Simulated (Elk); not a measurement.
# Polar Kerr effect of MnAu

Aim: the polar Kerr rotation of MnAu from the optical conductivity tensor.

Main program and level: Elk 11.2.3 (patched build); LDA (Perdew-Wang); all-electron APW+lo, Dirac cores, scalar-relativistic bands with second-variational spin-orbit coupling.

## Step 1: Set-up

It takes space group Pm-3m (No. 221, cubic). The conventional cell has a = 3.208 Å, b = 3.208 Å, c = 3.208 Å, α = 90.00°, β = 90.00°, γ = 90.00°. Nearest to Mn lie 8 Au at 2.78 Å. Nearest to Au lie 8 Mn at 2.78 Å. Farther neighbours are not listed.

The cell comes from a database of computed structures and need not be the stable phase.

## Step 2: Ground state with spin–orbit coupling

In a ferromagnet the Kerr effect comes from exchange splitting and spin–orbit coupling together. The parallel order is imposed here; no other order was tried.

In this input [111] lies along z, the axis of the moments and of the light.

The last three numbers of an atom's line are a seed field in its sphere. It points against the wanted moment and shrinks by the factor reducebf each loop.

The input, elk.in:

```
tasks
  0
  15
  33
  73

xctype
  3

rgkmax
  7.0

nempty
  14

swidth
  0.003

reducebf
  0.5

epsengy
  1e-05

maxscl
  100

lmaxi
  3

spinpol
  .true.

spinorb
  .true.

cmagz
  .true.

sppath
  './'

avec
  4.78077849060 -1.28100573576 3.49977275486
  -1.28100573576 4.78077849060 3.49977275486
  -3.49977275486 -3.49977275486 3.49977275486

atoms
  2
  'Mn.in'
  1
  0.5000000000 0.5000000000 0.5000000000   0.000000 0.000000 -0.175000
  'Au.in'
  1
  0.0000000000 0.0000000000 0.0000000000   0.000000 0.000000 0.000000

ngridk
  8 8 8

plot3d
  0 0 0
  1 0 0
  0 1 0
  0 0 1
  17 17 17
```

The run is started by

```console
> OMP_NUM_THREADS=2 elk
```

The runs that follow: states and momentum matrix elements on a finer mesh; optics with a broadening of 0.20 eV; optics with a broadening of 0.30 eV; the strongest peak. Settings of the main run: 8×8×8 k-mesh, tasks 0, 15, 33, 73, RK_max 7, nempty 14, swidth 0.003 Ha, reducebf 0.5, epsengy 1.00e-5 Ha, maxscl 100, lmaxi 3, spinpol on, spinorb on, cmagz on, seed field ([0.0, 0.0, -0.175], [0.0, 0.0, 0.0]), smearing width 0.0816342 eV, axis [111] conventional cell, cell turned on, starting moments 3.5 0 μB.

What does the calculation give for the net spin moment?

The site moments add up to 3.85 μB, near the cell's 3.96 μB; the rest lies between the atoms. Above 1.5 eV the rotation peaks at 6.36 eV, with 1.9° for majority spin along +z at a broadening of 0.20 eV. The run's majority spin points along +z; the magnetisation points the other way, and the angle changes sign with it.

```
net spin moment             : 3.96 μB a cell
strongest peak above 1.5 eV : 1.9° at 6.4 eV
rotation at 1.96 eV         : -0.054°
```

The intraband (Drude) term is left out, which matters in a metal: most under about 1.5 eV, and higher wherever the diagonal response is small. These are independent-particle spectra on a 12×12×12 mesh, not shown converged.

[Logs and program files are shortened in this print: banners, set-up blocks, solver, clock and traceback lines can be left out without a mark of their own.]

[Logs are printed without paths, hosts, clocks, repeated set-up lines and the standing remarks that a program may print on its own settings, such as how far it seeks lower states.]

[Hosts, paths, dates, database ids (printed as entryN), source tags and the programs' standing remarks are cut or masked in the printed files.]

[Where a cell is said to come from a database of computed structures, the database is the Materials Project.]
